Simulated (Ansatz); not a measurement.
Planning a GW calculation on Y4S3N2 (C2/m).

```xyz
9
Lattice="6.4622 -1.9155 0.0000 6.4622 1.9155 0.0000 -6.1151 0.0000 7.7219" Properties=species:S:1:pos:R:3 pbc="T T T"
Y     5.8611    0.0000    5.0078
Y     0.9483    0.0000    2.7141
Y     4.7513    0.0000    1.1249
Y     2.0581    0.0000    6.5969
S     0.0000    0.0000    0.0000
S    -2.5419    0.0000    6.0565
S     9.3514    0.0000    1.6653
N     6.1025    0.0000    2.7887
N     0.7069    0.0000    4.9332
```

The cell and positions are those that the Materials Project relaxed with its own functionals (PBE, PBE+U or r2SCAN), kept fixed.

Runs so far (Ansatz 0.2.0, start PBE, PAW set soft_1 files, 4×4×2 mesh). Times are wall times on 1 × NVIDIA H100 80GB HBM3 (shared by 6 runs) with 2 threads of AMD EPYC 7R13 (Zen 3), shared host, good to a factor of about two.

```csv
bands summed,cutoff (eV),gap on the mesh (eV),time
208,54,2.051,31 s
523,108,2.201,48 s
```

Question: What should the next rung give, with 1084 bands and screening to 180 eV, and where is the limit?

The error falls about as one over the bands when the cutoff rises with them. A line through the two highest rungs given predicts 2.252 eV; the run gave 2.314 eV, a miss of 0.063 eV, so the law fails here: the steps don't follow it yet. The two highest rungs put the limit near 2.420 eV, the pair below near 2.299 eV; neither can be trusted until a further rung is run.

Gaps are over the mesh's points; an edge off the mesh would be missed. Limits: not at the basis limit; no spin-orbit coupling.

[Paths, hosts, dates, memory and timing lines, banners, echoed tables and standing remarks are left out of the program output.]

[Logs are printed without paths, hosts, clocks, repeated set-up lines and the standing remarks that a program may print on its own settings, such as how far it seeks lower states.]

[Runs of the session that timed out or met a known fault of the program may be left out.]

[Cells called generated may have been cut or substituted from an entry of the Crystallography Open Database or the Materials Project.]

[Hosts, paths, dates, database ids (printed as entryN), source tags and the programs' standing remarks are cut or masked in the printed files.]
